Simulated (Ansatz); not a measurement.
**Decaying states in the gap of MgSnBr6**

Wanted: the relaxed cell of MgSnBr6, its band edges and its decay constants. It is built by putting Br for F in the MgSnF6 structure of space group R-3, with the volume rescaled by atomic radii. The parent structure comes from the Materials Project.

Main program and level: Ansatz 0.2.0; r2SCAN DFT, plane waves, PAW files, in the first sound run; inputs show where later runs differ.

The structure was built from a prototype and need not be the compound's stable phase.

## Step 1: Set-up

The structure is trigonal, space group R-3 (No. 148). The conventional cell has a = 6.666 Å, b = 6.666 Å, c = 17.855 Å, α = 90.00°, β = 90.00°, γ = 120.00°. Mg has 6 Br at 2.56 Å nearest. Sn has 6 Br at 2.55 Å nearest. Nearest to Br lie 1 Sn at 2.55 Å and 1 Mg at 2.56 Å. It derives from MgSnF6. Br for F in the MgSnF6 structure of space group R-3. Farther neighbours and most contacts between anions are not listed.

## Step 2: Cell and atoms at rest

The substituted atoms don't fit the parent's cell, so cell and atoms relax together. A small smearing keeps the run stable in case the gap closes on the way.

File input.yaml:

```yaml
crystal:
  lattice:
    - [3.33277242, 1.9241770538, 5.9515689174]
    - [-3.33277242, 1.9241770538, 5.9515689174]
    - [0.0, -3.8483541077, 5.9515689174]
  atoms:
    - { symbol: Mg, position: [0.5, 0.5, 0.5] }
    - { symbol: Sn, position: [0.0, 0.0, 0.0] }
    - { symbol: Br, position: [0.63244172, 0.86786456, 0.25059066] }
    - { symbol: Br, position: [0.86786456, 0.25059066, 0.63244172] }
    - { symbol: Br, position: [0.74940934, 0.36755828, 0.13213544] }
    - { symbol: Br, position: [0.13213544, 0.74940934, 0.36755828] }
    - { symbol: Br, position: [0.36755828, 0.13213544, 0.74940934] }
    - { symbol: Br, position: [0.25059066, 0.63244172, 0.86786456] }
kpoints:
  mp_grid: { grid: [4, 4, 4] }
scf:
  occupations: { method: gaussian, width: 0.03 }
hamiltonian:
  xc: r2scan
output:
  forces: true
  stress: true
relax:
  f_tol: 0.02
  max_steps: 60
  cell: {}
```

The run is started by

```console
> ansatz run input.yaml --threads 2 --pin off --max-ram 4096MiB --backend cpu --events-out ev --progress --plain --runs-dir out
```

Numbers of over 12 decimals in the logs are rounded to 6 here.

What it wrote:

```text
Engine: ansatz 0.2.0, x86_64-unknown-linux-gnu
Pseudopotentials: kind: paw
Pseudopotential: Mg, paw, valence charge 10, recommended cutoff 500 eV (meta_gga), Mg.paw.azcp
Pseudopotential: Sn, paw, valence charge 14, recommended cutoff 500 eV (meta_gga), Sn.paw.azcp
Pseudopotential: Br, paw, valence charge 7, recommended cutoff 500 eV (meta_gga), Br.paw.azcp
Functional definition: r2SCAN
  parameter k0 = 0.174
  parameter k1 = 0.065
  parameter a1 = 4.9479
  exchange = r2scan_x(k0 = k0, k1 = k1, a1 = a1)
  correlation = r2scan_c
Crystal: 8 atoms, lattice volume = 228.999 Å³
Basis set: ecut = 500 eV, 5805 PW (Γ), exchange–correlation on 216×216×216 points (64 copies of the dense FFT grid, shifted against one another)
Bands: 41, of which v1, the nominal top of the filled ones, is band 33 counted from 1 (32 counted from 0)
Symmetry: 6 space group operations
Space group: R-3 (ITA 148), of the structure as read, at distance tolerance 6.1e-5 Å
k-points: 14 of 64
Non-local potential: Mg, projectors of the file, l = 0: 3, l = 1: 2, l = 2: 1
Non-local potential: Sn, projectors of the file, l = 0: 2, l = 1: 2, l = 2: 2, l = 3: 2
Non-local potential: Br, projectors of the file, l = 0: 2, l = 1: 2, l = 2: 2
PAW form: soft (Blöchl's): semilocal exchange-correlation on the pseudo side does not see the compensation charge
PAW frozen core: Mg, regenerated for the run's functional (the file was generated under x = pbe(κ = 0.804, μ = 0.219515), c = pbe(β = 0.066725))
PAW frozen core: Sn, regenerated for the run's functional (the file was generated under x = pbe(κ = 0.804, μ = 0.219515), c = pbe(β = 0.066725))
PAW frozen core: Br, regenerated for the run's functional (the file was generated under x = pbe(κ = 0.804, μ = 0.219515), c = pbe(β = 0.066725))
PAW one-centre angular grid: Mg, 302 points (default); XC on 224 Gauss nodes
PAW one-centre angular grid: Sn, 590 points (default); XC on 249 of its mesh's 2787 points in the sphere
PAW one-centre angular grid: Br, 302 points (default); XC on 160 Gauss nodes
Initial density: superposition of atomic densities (neutral atoms: chi_scale 0, normalization atom), corrected by the library's trained network
Initial wavefunctions: pseudopotential atomic-orbital guess
Functional: x = r2scan, c = r2scan; τ floored in thin density (d = 2e-4 eV/Å³)
SCF iter   1: F=—  HF=-24729.629306 eV  |F-HF|=—  |Δ(HF+E_count)|=         —  Δρ=4.38e-3  dr2=4.60e-2  dr2_τ=3.39e-2  ethr=1.77e-3  ⟨swp⟩=10.2  Hψ=3205  notcnv=0  defer=10
preconditioner: auto → Resta (q_TF=auto, 2.217 Å⁻¹)  ε∞=3.0  [insulator: Δε(μ)=2.048 eV  Ē_g=11.911 eV  σ=0.030 eV  W_gap=1.00  n_scr=52 (ndim 8)  ℏωp=17.0 eV  f_vac=0.064  D(μ)=0.00/eV (n_scr^D=0)  ε∞_Penn≈3.0]
SCF iter   2: F=—  HF=-24729.690295 eV  |F-HF|=—  |Δ(HF+E_count)|=   6.10e-2  Δρ=2.31e-3  dr2=1.19e-2  dr2_τ=1.90e-4  ethr=6.97e-5  ⟨swp⟩=3.0  Hψ=1235  notcnv=0  defer=51
SCF iter   3: F=—  HF=-24729.690291 eV  |F-HF|=—  |Δ(HF+E_count)|=   3.56e-6  Δρ=3.48e-4  dr2=2.87e-4  dr2_τ=1.55e-5  ethr=1.81e-5  ⟨swp⟩=2.1  Hψ=835  notcnv=0  defer=23
automatic band count: iteration 3 solves 39 bands in place of 41: the levels show a gap, and the empty bands left out lie too high to hold charge; the band table lists the bands solved (type scf.n_extra_bands for more)
SCF iter   4: F=—  HF=-24729.690353 eV  |F-HF|=—  |Δ(HF+E_count)|=   6.17e-5  Δρ=7.37e-5  dr2=1.36e-5  dr2_τ=4.68e-7  ethr=4.35e-7  ⟨swp⟩=2.9  Hψ=1139  notcnv=0  defer=23
SCF iter   5: F=—  HF=-24729.690312 eV  |F-HF|=—  |Δ(HF+E_count)|=   4.10e-5  Δρ=1.74e-5  dr2=1.36e-6  dr2_τ=2.05e-8  ethr=2.06e-8  ⟨swp⟩=2.1  Hψ=971  notcnv=0  defer=23
SCF iter   6: F=—  HF=-24729.690312 eV  |F-HF|=—  |Δ(HF+E_count)|=   1.03e-7  Δρ=5.04e-6  dr2=1.02e-7  dr2_τ=1.62e-9  ethr=2.06e-9  ⟨swp⟩=2.1  Hψ=963  notcnv=0  defer=23
SCF iter   7: F=-24729.690312 eV  HF=-24729.690312 eV  |F-HF|=5.23e-9  |Δ(HF+E_count)|=   1.00e-7  Δρ=1.22e-6  dr2=5.65e-9  dr2_τ=2.28e-10  ethr=1.52e-10  ⟨swp⟩=4.4  Hψ=1937  notcnv=0
SCF 1 converged in 7 iterations: F = -24729.690312 eV  dr2 = 5.65e-9
  greatest PAW one-centre occupation: 1.000 electrons in one spin orbital (limit 2), on the Mg atom at site 0 (counted from 0), in its partial waves of l = 0
relax step   1: F+E_penalty+E_count = -24729.69031171 eV  Δ(F+E_penalty+E_count) = +0.000e0 eV  max|allowed force component| = 6.941e-1 eV/Å  Δτ_max = 0.0000 Å  P = +5.023 GPa  Ω = 228.999 Å³  (7 SCF iters, dr2 threshold 1.00e-7 eV, accepted)
Crystal: 8 atoms, lattice volume = 245.125 Å³
Basis set: ecut = 500 eV, 6207 PW (Γ), exchange–correlation on 216×216×216 points (64 copies of the dense FFT grid, shifted against one another)
Initial density: handed on by an earlier stage of this run
Initial wavefunctions: those handed on with the density
iter 1 solved again at ethr=1.61e-4 eV; its pass at ethr=3.10e-3 eV (dr2=1.06e-1 eV) is discarded
SCF iter   1: F=—  HF=-24729.542114 eV  |F-HF|=—  |Δ(HF+E_count)|=         —  Δρ=7.46e-3  dr2=1.04e-1  dr2_τ=1.87e0  ethr=1.61e-4  ⟨swp⟩=1.9  Hψ=3621  notcnv=0
automatic band count: iteration 1 solves 38 bands in place of 41: the levels show a gap, and the empty bands left out lie too high to hold charge; the band table lists the bands solved (type scf.n_extra_bands for more)
preconditioner: auto → Resta (q_TF=auto, 2.192 Å⁻¹)  ε∞=3.8  [insulator: Δε(μ)=1.449 eV  Ē_g=9.896 eV  σ=0.030 eV  W_gap=1.00  n_scr=52 (ndim 8)  ℏωp=16.4 eV  f_vac=0.046  D(μ)=0.00/eV (n_scr^D=0)  ε∞_Penn≈3.8]
SCF iter   2: F=—  HF=-24730.252022 eV  |F-HF|=—  |Δ(HF+E_count)|=   7.10e-1  Δρ=3.93e-3  dr2=2.71e-2  dr2_τ=7.74e-4  ethr=1.57e-4  ⟨swp⟩=3.9  Hψ=1034  notcnv=0
SCF iter   3: F=—  HF=-24730.253242 eV  |F-HF|=—  |Δ(HF+E_count)|=   1.22e-3  Δρ=1.55e-3  dr2=4.12e-3  dr2_τ=3.27e-4  ethr=4.11e-5  ⟨swp⟩=3.0  Hψ=1022  notcnv=0  defer=12
SCF iter   4: F=—  HF=-24730.255014 eV  |F-HF|=—  |Δ(HF+E_count)|=   1.77e-3  Δρ=3.15e-4  dr2=3.73e-4  dr2_τ=9.91e-6  ethr=6.24e-6  ⟨swp⟩=2.0  Hψ=844  notcnv=0  defer=14
SCF iter   5: F=—  HF=-24730.255047 eV  |F-HF|=—  |Δ(HF+E_count)|=   3.26e-5  Δρ=9.99e-5  dr2=5.47e-5  dr2_τ=5.93e-7  ethr=5.65e-7  ⟨swp⟩=2.3  Hψ=846  notcnv=0  defer=14
SCF iter   6: F=—  HF=-24730.255046 eV  |F-HF|=—  |Δ(HF+E_count)|=   2.08e-7  Δρ=4.20e-5  dr2=8.14e-6  dr2_τ=1.28e-7  ethr=8.28e-8  ⟨swp⟩=2.7  Hψ=887  notcnv=0  defer=14
SCF iter   7: F=—  HF=-24730.255047 eV  |F-HF|=—  |Δ(HF+E_count)|=   6.65e-7  Δρ=1.33e-5  dr2=1.04e-6  dr2_τ=1.59e-8  ethr=1.23e-8  ⟨swp⟩=2.6  Hψ=927  notcnv=0  defer=14
SCF iter   8: F=-24730.255047 eV  HF=-24730.255047 eV  |F-HF|=5.52e-8  |Δ(HF+E_count)|=   2.24e-8  Δρ=4.82e-6  dr2=1.45e-7  dr2_τ=2.15e-9  ethr=1.21e-9  ⟨swp⟩=4.0  Hψ=1913  notcnv=0
SCF 2 converged in 8 iterations: F = -24730.255047 eV  dr2 = 1.45e-7
relax step   2: F+E_penalty+E_count = -24730.25504699 eV  Δ(F+E_penalty+E_count) = -5.647e-1 eV  max|allowed force component| = 3.394e-1 eV/Å  Δτ_max = 0.1990 Å  P = -1.319 GPa  Ω = 245.125 Å³  energy of the carried Pulay correction = -2.268e-3 eV  (8 SCF iters, dr2 threshold 8.00e-7 eV, accepted)
Crystal: 8 atoms, lattice volume = 231.938 Å³
Basis set: ecut = 500 eV, 5901 PW (Γ), exchange–correlation on 216×216×216 points (64 copies of the dense FFT grid, shifted against one another)
iter 1 solved again at ethr=7.75e-5 eV; its pass at ethr=3.10e-3 eV (dr2=5.11e-2 eV) is discarded
SCF iter   1: F=—  HF=-24730.670829 eV  |F-HF|=—  |Δ(HF+E_count)|=         —  Δρ=4.93e-3  dr2=5.12e-2  dr2_τ=7.95e-1  ethr=7.75e-5  ⟨swp⟩=2.2  Hψ=3518  notcnv=0
automatic band count: iteration 1 solves 38 bands in place of 41: the levels show a gap, and the empty bands left out lie too high to hold charge; the band table lists the bands solved (type scf.n_extra_bands for more)
preconditioner: auto → Resta (q_TF=auto, 2.213 Å⁻¹)  ε∞=3.8  [insulator: Δε(μ)=1.404 eV  Ē_g=10.034 eV  σ=0.030 eV  W_gap=1.00  n_scr=52 (ndim 8)  ℏωp=16.9 eV  f_vac=0.022  D(μ)=0.00/eV (n_scr^D=0)  ε∞_Penn≈3.8]
SCF iter   2: F=—  HF=-24730.340823 eV  |F-HF|=—  |Δ(HF+E_count)|=   3.30e-1  Δρ=2.83e-3  dr2=1.42e-2  dr2_τ=5.56e-4  ethr=7.75e-5  ⟨swp⟩=3.1  Hψ=996  notcnv=0
SCF iter   3: F=—  HF=-24730.341115 eV  |F-HF|=—  |Δ(HF+E_count)|=   2.92e-4  Δρ=6.72e-4  dr2=1.25e-3  dr2_τ=8.36e-5  ethr=2.16e-5  ⟨swp⟩=2.0  Hψ=942  notcnv=0  defer=14
SCF iter   4: F=—  HF=-24730.341414 eV  |F-HF|=—  |Δ(HF+E_count)|=   2.99e-4  Δρ=2.23e-4  dr2=1.38e-4  dr2_τ=4.12e-6  ethr=1.89e-6  ⟨swp⟩=3.0  Hψ=998  notcnv=0  defer=14
SCF iter   5: F=—  HF=-24730.341428 eV  |F-HF|=—  |Δ(HF+E_count)|=   1.43e-5  Δρ=4.22e-5  dr2=4.78e-6  dr2_τ=3.65e-7  ethr=2.10e-7  ⟨swp⟩=2.0  Hψ=849  notcnv=0  defer=14
SCF iter   6: F=-24730.341432 eV  HF=-24730.341431 eV  |F-HF|=3.93e-7  |Δ(HF+E_count)|=   3.21e-6  Δρ=1.27e-5  dr2=4.04e-7  dr2_τ=9.55e-9  ethr=1.21e-9  ⟨swp⟩=5.0  Hψ=2319  notcnv=0
SCF 3 converged in 6 iterations: F = -24730.341432 eV  dr2 = 4.04e-7
relax step   3: F+E_penalty+E_count = -24730.34143187 eV  Δ(F+E_penalty+E_count) = -8.638e-2 eV  max|allowed force component| = 1.764e-1 eV/Å  Δτ_max = 0.1334 Å  P = -0.312 GPa  Ω = 231.938 Å³  energy of the carried Pulay correction = -4.251e-4 eV  (6 SCF iters, dr2 threshold 8.00e-7 eV, accepted)
[...]
relax step   4: F+E_penalty+E_count = -24730.37583373 eV  Δ(F+E_penalty+E_count) = -3.440e-2 eV  max|allowed force component| = 1.683e-2 eV/Å  Δτ_max = 0.0514 Å  P = +0.105 GPa  Ω = 230.030 Å³  energy of the carried Pulay correction = -1.498e-4 eV  (6 SCF iters, dr2 threshold 8.00e-7 eV, accepted)
[...]
relax step   5: F+E_penalty+E_count = -24730.37634888 eV  Δ(F+E_penalty+E_count) = -5.152e-4 eV  max|allowed force component| = 2.428e-3 eV/Å  Δτ_max = 0.0044 Å  P = +0.038 GPa  Ω = 230.816 Å³  energy of the carried Pulay correction = -2.635e-4 eV  (5 SCF iters, dr2 threshold 4.59e-8 eV, accepted)
Initial wavefunctions: pseudopotential atomic-orbital guess (no wavefunctions were taken with the density)
iter 1 solved again at ethr=8.78e-7 eV; its pass at ethr=3.10e-3 eV (dr2=5.79e-4 eV) is discarded
SCF iter   1: F=—  HF=-24730.376667 eV  |F-HF|=—  |Δ(HF+E_count)|=         —  Δρ=1.16e-5  dr2=4.53e-8  dr2_τ=1.42e-7  ethr=8.78e-7  ⟨swp⟩=3.6  Hψ=4810  notcnv=0
eigensolver tolerance schedule: the retry pair's looser diagonalisation over-reported the residual by 12783.27 of it (diagonalisation noise at an unbounded share of the residual, at the tolerance the schedule requests for it); recorded, not acted on — ethr = c·dr2/N_el stays at c = 1.0e-1
preconditioner: auto → Resta (q_TF=auto, 2.214 Å⁻¹)  ε∞=3.2  [insulator: Δε(μ)=1.629 eV  Ē_g=11.384 eV  σ=0.030 eV  W_gap=1.00  n_scr=52 (ndim 8)  ℏωp=16.9 eV  f_vac=0.024  D(μ)=0.00/eV (n_scr^D=0)  ε∞_Penn≈3.2]
SCF iter   2: F=—  HF=-24730.376614 eV  |F-HF|=—  |Δ(HF+E_count)|=   5.37e-5  Δρ=6.37e-6  dr2=2.03e-8  dr2_τ=2.02e-8  ethr=6.87e-11  ⟨swp⟩=4.7  Hψ=1822  notcnv=0
SCF iter   3: F=—  HF=-24730.376614 eV  |F-HF|=—  |Δ(HF+E_count)|=   6.81e-8  Δρ=2.29e-6  dr2=2.89e-9  dr2_τ=2.23e-9  ethr=3.08e-11  ⟨swp⟩=2.0  Hψ=828  notcnv=0
SCF iter   4: F=—  HF=-24730.376614 eV  |F-HF|=—  |Δ(HF+E_count)|=   1.16e-8  Δρ=2.87e-7  dr2=2.04e-10  dr2_τ=4.52e-11  ethr=4.39e-12  ⟨swp⟩=2.0  Hψ=942  notcnv=0
SCF iter   5: F=-24730.376614 eV  HF=-24730.376614 eV  |F-HF|=2.18e-11  |Δ(HF+E_count)|=  1.02e-10  Δρ=1.73e-7  dr2=4.76e-11  dr2_τ=1.04e-11  ethr=1.00e-12  ⟨swp⟩=5.0  Hψ=2209  notcnv=0
SCF 6 converged in 5 iterations: F = -24730.376614 eV  dr2 = 4.76e-11
relax step   6: F+E_penalty+E_count = -24730.37661367 eV  Δ(F+E_penalty+E_count) = -2.648e-4 eV  max|allowed force component| = 2.425e-3 eV/Å  Δτ_max = 0.0000 Å  P = +0.037 GPa  Ω = 230.816 Å³  stress off target by 4.11e-2 GPa  SCF on the basis re-selected at this cell (its energy is not comparable with the rows above)  (5 SCF iters)
basis re-selected at this cell: Δ(F+E_penalty+E_count) = -2.648e-4 eV, ΔP = -0.001 GPa vs the last step (what re-selecting the basis moved, of the pressure what is left beyond the Pulay correction that the steps carried, after the strain that the cell walked since its last selection, with what the two solves' SCF thresholds leave and, on support functions, any second-order correction that the steps lacked; it is no m [...]
SCF converged after 5 iterations
Free energy (F): -24730.376614 eV
Harris-Foulkes:  -24730.376614 eV  (|F-HF|=2.18e-11)
Internal energy: -24730.376614 eV  (E = F + TS)
E sigma→0 (E₀):  -24730.376614 eV
Fermi energy:    3.635474 eV
--- Per-component energies (eV) ---
  E_band       = -687.813486
  E_kinetic    = 1065.470396
  E_local      = -4583.514114  (includes V_loc(G=0)·N_el)
  E_nonlocal   = 484.911305
  E_hartree    = 1806.248454
  E_xc         = -1903.005633
  E_vxc        = -825.871109  (∫ρ·V_xc dr)
  E_paw        = -18085.120583  (= ΣΔE_a)
  E_vpaw       = -484.175364  (= ΣTr[D̂ρ^β])
  E_aug_tail   = -0.000003  (compensation charges beyond the density's cutoff)
  E_vtau       = 42.868431  (kinetic-family band-sum trace: ∫τ·v_τ [+ j·A + Jᵃ·Aᵃ] dr)
  E_ewald      = -3515.126384
  E_core_change = -0.240051  (= ΣΔE_core)
  E_smearing   = -0.000000  (= −TS)
  E_closure    = -0.000000  (closes the sum)
  Σ components = -24730.376614   (vs F -24730.376614, Δ=0.00e0)
--- Forces (eV/Å), atoms counted from 1 ---
  atom   1  Mg    -0.00000000     0.00000000    -0.00000000
  atom   2  Sn     0.00000000     0.00000000     0.00000000
  atom   3  Br    -0.00154495    -0.00190792    -0.00119038
  atom   4  Br    -0.00087983     0.00229193    -0.00119038
  atom   5  Br    -0.00242478     0.00038401     0.00119038
  atom   6  Br     0.00087983    -0.00229193     0.00119038
  atom   7  Br     0.00154495     0.00190792     0.00119038
  atom   8  Br     0.00242478    -0.00038401    -0.00119038
  max |Σ_I F_I| component: 1.86e-17 eV/Å
--- Stress (GPa, compression-positive) ---
        0.035252       0.000000      -0.000000
       -0.000000       0.035252      -0.000000
       -0.000000      -0.000000       0.041051
  P = ⅓ Tr σ = 0.0372 GPa (0.372 kbar)
--- Relaxed structure (5 steps of the walk, 5 accepted, 1 SCFs on fresh bases) ---
  F+E_penalty+E_count = -24730.37661367 eV   max|allowed force component| = 2.425e-3 eV/Å   (the final SCF, on the basis selected at the relaxed cell)
  cell:  # Å, volume = 230.8165 Å³
    - [3.323701, 1.918939, 6.031598]
    - [-3.323701, 1.918939, 6.031598]
    - [2.8739369547869543e-18, -3.837879, 6.031598]
  atoms:
    - { symbol: Mg, position: [0.5, 0.5, 0.500000] }
    - { symbol: Sn, position: [-1.1867872609374629e-19, 1.2964432372336186e-18, -1.2141986745556036e-18] }
    - { symbol: Br, position: [0.590551, 0.916386, 0.243579] }
    - { symbol: Br, position: [0.916386, 0.243579, 0.590551] }
    - { symbol: Br, position: [0.756421, 0.409449, 0.083614] }
    - { symbol: Br, position: [0.083614, 0.756421, 0.409449] }
    - { symbol: Br, position: [0.409449, 0.083614, 0.756421] }
    - { symbol: Br, position: [0.243579, 0.590551, 0.916386] }
```

Wall time 28 s (2 threads of Intel Xeon 6975P-C (Granite Rapids), shared host); peak memory 1.3 GiB.

The steps of the relaxation:

| step | energy less that of the first step (eV) | largest force component (eV/Å) | pressure (GPa) | volume (Å³) |
| --- | --- | --- | --- | --- |
| 1 | 0.0000 | 0.6941 | 5.02 | 229.00 |
| 2 | -0.5647 | 0.3394 | -1.32 | 245.13 |
| 3 | -0.6511 | 0.1764 | -0.31 | 231.94 |
| 4 | -0.6855 | 0.0168 | 0.11 | 230.03 |
| 5 | -0.6860 | 0.0024 | 0.04 | 230.82 |
| 6* | -0.6863 | 0.0024 | 0.04 | 230.82 |

Relaxation steps marked * repeat the geometry before them on a plane-wave basis chosen anew for their cell, so energy and pressure can jump there.

Forces are held to the 6 operations that the run works with; a distortion that breaks them can't arise in this run.

| conventional cell, symmetrised | before | after | change |
| --- | --- | --- | --- |
| a (Å) | 6.666 | 6.647 | -0.3 % |
| b (Å) | 6.666 | 6.647 | -0.3 % |
| c (Å) | 17.855 | 18.095 | +1.3 % |
| volume (Å³/atom) | 28.62 | 28.85 | +0.8 % |

The atoms that moved most (Å, as changes of fractional coordinates times the final cell):

| atom | dx | dy | dz | length |
| --- | --- | --- | --- | --- |
| Br4 | 0.185 | 0.240 | -0.002 | 0.303 |
| Br5 | -0.116 | 0.280 | 0.002 | 0.303 |
| Br7 | 0.301 | -0.040 | 0.002 | 0.303 |
| Br3 | -0.301 | 0.040 | -0.002 | 0.303 |
| Br8 | 0.116 | -0.280 | -0.002 | 0.303 |
| Br6 | -0.185 | -0.240 | 0.002 | 0.303 |

This step gave:

```
free energy  : -24730.3766 eV
Fermi energy : 3.635 eV
pressure     : 0.03718 GPa
```

The largest force component on a free atom ends at 0.0024 eV/Å.

[end of part 1 of 3]

[Logs are printed without paths, hosts, clocks, repeated set-up lines and the standing remarks that a program may print on its own settings, such as how far it seeks lower states.]

[Hosts, paths, dates, database ids (printed as entryN), source tags and the programs' standing remarks are cut or masked in the printed files.]
